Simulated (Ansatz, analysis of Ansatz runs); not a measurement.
# Al-H pair in alpha-quartz: local vibrational mode against experiment, part 2 of 2

How near does this set-up come to the measured local vibrational mode? Subject: Al-H pair in alpha-quartz. Set-up: r2SCAN, 72-site cell, r2SCAN lattice, 500 eV, k: the single point 1/4 1/4 1/4, anharmonic cut along the mode. The model is a cell of 72 host atoms with Al put on another atom's site and H put in between. The frequencies come from force constants among the defect atom and its neighbours, with the masses of the isotopes named. A meta-GGA costs about twice a GGA and mends lattice constants and part of the gap.

Ansatz 0.2.0; r2SCAN, 72-site cell, r2SCAN lattice, 500 eV, k: the single point 1/4 1/4 1/4, anharmonic cut along the mode.

So far: The starting structure; Relaxation, charge 0.

## 2. Relaxation, charge 0 (continued)

Level of this step: plane-wave PAW DFT, r2SCAN; relaxation of all atoms of a defect supercell (Ansatz).

Step by step:

| step | energy less that of the first step (eV) | largest force component (eV/Å) |
| --- | --- | --- |
| 1 | 0.0000 | 28.8450 |
| 2 | -5.1907 | 14.2869 |
| 3 | -8.5020 | 6.7848 |
| 4 | -9.8471 | 2.7201 |
| 5 | -10.3615 | 1.5683 |
| 6 | -10.7578 | 1.0122 |
| 7 | -10.9632 | 0.8191 |
| 8 | -11.0306 | 0.4231 |
| 9 | -11.0578 | 0.2221 |
| 10 | -11.0669 | 0.1455 |
| 11 | -11.0721 | 0.3590 |
| 12 | -11.0772 | 0.4529 |
| 13 | -11.0845 | 0.4290 |
| 14 | -11.0869 | 0.2502 |
| 15 | -11.1033 | 0.1055 |
| 16 | -11.1052 | 0.0380 |
| 17 | -11.1054 | 0.0119 |
| 18 | -11.1054 | 0.0058 |

The atoms that moved most (Å, from the sites as typed, ahead of the random displacement, the mean shift of all atoms taken out):

| atom | dx | dy | dz | length |
| --- | --- | --- | --- | --- |
| H73 | -1.126 | 0.018 | 0.884 | 1.432 |
| O4 | -0.225 | -0.217 | 0.027 | 0.314 |
| O15 | 0.233 | -0.123 | -0.144 | 0.300 |
| O63 | 0.208 | 0.039 | -0.087 | 0.229 |
| O52 | 0.165 | -0.042 | 0.091 | 0.193 |
| O16 | 0.041 | -0.010 | 0.167 | 0.173 |
| O31 | 0.084 | 0.099 | -0.050 | 0.139 |
| O5 | -0.108 | 0.077 | 0.039 | 0.138 |

The atoms nearest to the centre after the run:

| atom | distance (Å) |
| --- | --- |
| O4 | 0.521 |
| H73 | 1.391 |
| Al12 | 1.432 |
| Si1 | 1.943 |
| O15 | 2.401 |
| O9 | 2.457 |
| O16 | 2.519 |
| O27 | 2.724 |
| O5 | 2.749 |

Neighbours of the added atoms: H73: O4 0.98, O63 2.07, Si1 2.24 Å.

This step gave:

* free energy: -42639.5949 eV

The relaxation ends 152 meV an atom lower than the displaced start, with a largest force component of 0.0058 eV/Å.

## 3. Local vibrational modes

A local mode lives on the defect and the atoms next to it, so only the sites listed in the input are displaced, which costs far fewer SCF runs than the whole cell would.

This step: plane-wave PAW DFT, r2SCAN; finite-displacement force constants among the atoms nearest to a defect, the others at rest.

The input, modes/input.yaml:

```yaml
crystal:
  lattice:
    - [9.84405368, 0.0, 0.0]
    - [-4.92202684, 8.52520056, 0.0]
    - [0.0, 0.0, 10.8302851]
  atoms:
    - { symbol: Si, position: [0.226935302, -0.011346471, 0.330622286] }
    - { symbol: Si, position: [0.000582541, 0.239579898, 0.163066282] }
[... 1 atom line left out ...]
    - { symbol: O, position: [0.170821812, 0.108923321, 0.394829988] }
    - { symbol: O, position: [0.358819349, 0.081081835, 0.229263648] }
[... 2 atom lines left out ...]
    - { symbol: O, position: [0.070217337, 0.368407386, 0.271742886] }
    - { symbol: O, position: [0.300004941, 0.438447105, 0.433487021] }
[... 2 atom lines left out ...]
    - { symbol: Al, position: [0.275058591, 0.27613461, 0.508323472] }
[... 2 atom lines left out ...]
    - { symbol: O, position: [0.444023114, 0.278836253, 0.54570753] }
    - { symbol: O, position: [0.137797132, 0.205388353, 0.623165328] }
[... 9 atom lines left out ...]
    - { symbol: O, position: [0.067858119, 0.854287834, 0.270502801] }
    - { symbol: O, position: [0.291017548, 0.927944738, 0.440857574] }
[... 16 atom lines left out ...]
    - { symbol: O, position: [0.57109495, 0.368420209, 0.274969897] }
[... 28 atom lines left out ...]
    - { symbol: H, position: [0.057290489, 0.055158043, 0.408599953] }
basis:
  ecutwfc: 500
  xc_grid: 2
hamiltonian:
  xc: r2scan
kpoints:
  mp_grid: { grid: [1, 1, 1], shift: [0.25, 0.25, 0.25] }
scf:
  occupations: { method: fermi_dirac, width: 0.01 }
  max_iter: 120
output: {}
checkpoint:
  read: "../relax.run"
phonons:
  supercell: [1, 1, 1]
  displaced_sites: [0, 3, 11, 62, 72]
```

On the command line:

```
> ansatz run input.yaml --threads 4 --pin off --max-ram 7536MiB --backend cpu --events-out ev --progress --plain --runs-dir out
```

Numbers of over 12 decimals in the logs are rounded to 6 here.

Log:

```text
[...]
Warning: basis.xc_grid 2: finite-displacement phonons take 5 at the least, and a number is run as typed, so the frequencies can be off [figures from the program's tests cut]
[...]
Crystal: 73 atoms, lattice volume = 908.905 Å³
Basis set: ecut = 500 eV, 23025 PW (Γ), exchange–correlation on 144×144×160 points (8 copies of the dense FFT grid, shifted against one another)
Bands: 265, of which v1, the nominal top of the filled ones, is band 192 counted from 1 (191 counted from 0)
Symmetry: 1 space group operations
k-points: 1
[...]
SCF iter   4: F=-42639.594853 eV  HF=-42639.594853 eV  |F-HF|=1.46e-11  |Δ(HF+E_count)|=  3.64e-10  Δρ=4.96e-8  dr2=1.92e-11  dr2_τ=4.80e-12  ethr=1.00e-12  ⟨swp⟩=4.0  Hψ=797  notcnv=0
SCF 1 converged in 4 iterations: F = -42639.594853 eV  dr2 = 1.92e-11
[...]
SCF 2 converged in 2 iterations: F = -42639.594853 eV  dr2 = 3.69e-12
[...]
symmetry images taken by strict's conditions (phonons.symmetry_images: auto; settled by no image being taken that strict refuses)
  force constants formed among 5 of 73 sites (Si 0, O 3, Al 11, O 62, H 72); the other 68 at rest. The modes move the named sites alone.
  the frequencies, the zero-point energy and the sums are of the block with the acoustic sum rule laid on its rows. Row sums over every site: 4.9e-2 eV/Å² at the most
  transpose residual: 4.6e-4 eV/Å²
  largest component of a force at the reference: 5.8e-3 eV/Å on a named site, 5.5e-3 eV/Å on a site at rest
  frequencies among the named sites at Γ of the cell (cm⁻¹): 268.11 298.83 328.32 362.39 457.08 541.77 546.91 623.21 633.81 719.45 728.13 825.86 964.39 1191.27 3498.36
  unstable modes among the named sites: 0
  frequencies as built, with no sum rule (cm⁻¹): 267.86 298.30 328.15 362.66 457.31 541.69 546.71 622.99 633.85 719.40 727.99 825.78 964.58 1191.18 3499.09
  zero-point energy: 0.743153 eV/cell   skipped modes (ω ≤ 0): 0
  not written: the harmonic force-constant file, the file of eigenvectors (these modes' are written with the force constants), the density of states and the dispersion, which are of every site
[key lines of the parts left out:]
SCF converged after 2 iterations
Free energy (F): -42639.594853 eV
Fermi energy:    5.829250 eV
```

Elapsed: 9.1 min, on 4 threads of Arm Neoverse V2, shared host; peak memory 2.1 GiB.

Read from the output:

* free energy: -42639.5949 eV

The modes with the largest weight on the probed atoms (the light atom of a pair), for the masses of each isotope. Modes of the displaced atoms (local only where they lie over the host's phonons):

| isotopes | mode (cm⁻¹) | share of the defect atoms |
| --- | --- | --- |
| H | 3499 | 0.941 |
| H | 1191 | 0.881 |
| H | 546.9 | 0.375 |
| D | 2548 | 0.886 |
| D | 919.9 | 0.487 |
| D | 417.6 | 0.701 |

## 4. Point 1 along the mode

A light atom samples the curved part of its well, so the energy is mapped along the mode and the one-dimensional Schrödinger equation solved on it.

This step: plane-wave PAW DFT, r2SCAN; single point of a defect supercell.

The input, cut0/input.yaml:

```yaml
crystal:
  lattice:
    - [9.84405368, 0.0, 0.0]
    - [-4.92202684, 8.52520056, 0.0]
    - [0.0, 0.0, 10.8302851]
  atoms:
    - { symbol: Si, position: [0.226911857, -0.011320723, 0.330641335] }
    - { symbol: Si, position: [0.000582541, 0.239579898, 0.163066282] }
[... 1 atom line left out ...]
    - { symbol: O, position: [0.168757226, 0.107973959, 0.395079009] }
    - { symbol: O, position: [0.358819349, 0.081081835, 0.229263648] }
[... 2 atom lines left out ...]
    - { symbol: O, position: [0.070217337, 0.368407386, 0.271742886] }
    - { symbol: O, position: [0.300004941, 0.438447105, 0.433487021] }
[... 2 atom lines left out ...]
    - { symbol: Al, position: [0.27503811, 0.276103551, 0.508304039] }
[... 2 atom lines left out ...]
    - { symbol: O, position: [0.444023114, 0.278836253, 0.54570753] }
    - { symbol: O, position: [0.137797132, 0.205388353, 0.623165328] }
[... 9 atom lines left out ...]
    - { symbol: O, position: [0.067858119, 0.854287834, 0.270502801] }
    - { symbol: O, position: [0.291017548, 0.927944738, 0.440857574] }
[... 16 atom lines left out ...]
    - { symbol: O, position: [0.57109495, 0.368420209, 0.274969897] }
[... 28 atom lines left out ...]
    - { symbol: H, position: [0.090265701, 0.070333667, 0.404683097] }
basis:
  ecutwfc: 500
  xc_grid: 2
hamiltonian:
  xc: r2scan
kpoints:
  mp_grid: { grid: [1, 1, 1], shift: [0.25, 0.25, 0.25] }
scf:
  occupations: { method: fermi_dirac, width: 0.01 }
  max_iter: 120
output:
  forces: true
checkpoint:
  read: "../relax.run"
```

Log:

```text
[...]
Warning: checkpoint.read: the run can stay near the saved state's solution: 5 site(s) moved relative to the saved geometry (max |Δs| = 3.298e-2 fractional); [...]
[...]
Crystal: 73 atoms, lattice volume = 908.905 Å³
Basis set: ecut = 500 eV, 23025 PW (Γ), exchange–correlation on 144×144×160 points (8 copies of the dense FFT grid, shifted against one another)
Bands: 265, of which v1, the nominal top of the filled ones, is band 192 counted from 1 (191 counted from 0)
Symmetry: 1 space group operations
[...]
k-points: 1
[...]
SCF iter   4: F=—  HF=-42635.040617 eV  |F-HF|=—  |Δ(HF+E_count)|=   2.13e-4  Δρ=2.32e-4  dr2=3.17e-4  dr2_τ=5.32e-5  ethr=2.89e-6  ⟨swp⟩=3.0  Hψ=393  notcnv=0  defer=26
[...]
SCF converged after 8 iterations
Free energy (F): -42635.041478 eV
[...]
Internal energy: -42635.041478 eV  (E = F + TS)
E sigma→0 (E₀):  -42635.041478 eV
Fermi energy:    5.842110 eV
[...]
--- Forces (eV/Å), atoms counted from 1 ---
  atom   1  Si     0.33206458    -0.17245509    -0.18925561
  atom   2  Si    -0.07441069    -0.07699491     0.02827646
  [... 1 atom left out ...]
  atom   4  O     39.22096086    21.03922874    -6.89285160
  atom   5  O     -0.11253230    -0.02179478     0.11219057
  [... 3 atoms left out ...]
  atom   9  O      0.02850101    -0.07484617     0.00498484
  [... 2 atoms left out ...]
  atom  12  Al     0.03115376     0.22788827     0.17267487
  [... 2 atoms left out ...]
  atom  15  O     -0.07209877    -0.03873600    -0.06967746
  atom  16  O      0.08317898    -0.00356378    -0.07650437
  [... 9 atoms left out ...]
  atom  26  O      0.02697976     0.16189841     0.10683037
  atom  27  O     -0.12577652     0.12912639    -0.05767421
  [... 45 atoms left out ...]
  atom  73  H    -39.32026414   -21.16663327     6.89337670
  max |Σ_I F_I| component: 3.19e-3 eV/Å
```

It took 21 s on 4 threads; peak memory 2 GiB.

Read from the output:

- free energy: -42635.0415 eV

The series, run alike:

| run | outcome | energy less the first (eV) | moment (μB) | time |
| --- | --- | --- | --- | --- |
| point 1 along the mode | converged | 0.0000 | 0.00 | 21 s |
| point 2 along the mode | converged | -2.6521 | 0.00 | 22 s |
| point 3 along the mode | converged | -3.8309 | 0.00 | 22 s |
| point 4 along the mode | converged | -4.4055 | 0.00 | 22 s |
| point 5 along the mode | converged | -4.4521 | 0.00 | 22 s |
| point 6 along the mode | converged | -4.2151 | 0.00 | 23 s |
| point 7 along the mode | converged | -3.9379 | 0.00 | 23 s |
| point 8 along the mode | converged | -3.6073 | 0.00 | 22 s |
| point 9 along the mode | converged | -3.2969 | 0.00 | 22 s |

## 5. Anharmonic fundamental

Analysis of the runs above: one-dimensional Schroedinger equation on a polynomial through r2SCAN energies along the local mode.

It gives:

```yaml
stretch: 3281 cm⁻¹
stretch_harmonic: 3499 cm⁻¹
```

The energy by normal coordinate:

| normal coordinate (amu½ Å) | energy (eV) |
| --- | --- |
| -0.294 | 4.55 |
| -0.216 | 1.90 |
| -0.147 | 0.723 |
| -0.074 | 0.148 |
| 0.000 | 0 |
| 0.074 | 0.101 |
| 0.147 | 0.338 |
| 0.216 | 0.616 |
| 0.294 | 0.946 |
| 0.373 | 1.26 |

## 6. What came out

| Quantity | Value |
| --- | --- |
| distance from the defect atom to its nearest neighbour | 0.980 Å |
| O-H stretch, 1H | 3281 cm⁻¹ |
| time of the whole chain | 18 min on 4 threads |

In words: O-H stretch, 1H: computed 3281 cm⁻¹, measured 3378 cm⁻¹ and 3313 cm⁻¹; 32 cm⁻¹ (1 %) below the nearest measurement. The anharmonic cut moves the O-H stretch, 1H from 3499 to 3281 cm⁻¹; a straight cut leaves out the coupling to the other modes. Only the named neighbours move, so modes near the host's band are approximate.

[Logs are printed without paths, hosts, clocks, repeated set-up lines and the standing remarks that a program may print on its own settings, such as how far it seeks lower states.]

[Hosts, paths, dates, database ids (printed as entryN), source tags and the programs' standing remarks are cut or masked in the printed files.]

[For some hosts the program warned that the k-mesh of the response run may be too coarse for force constants and the static dielectric constant; such warnings are not shown here.]
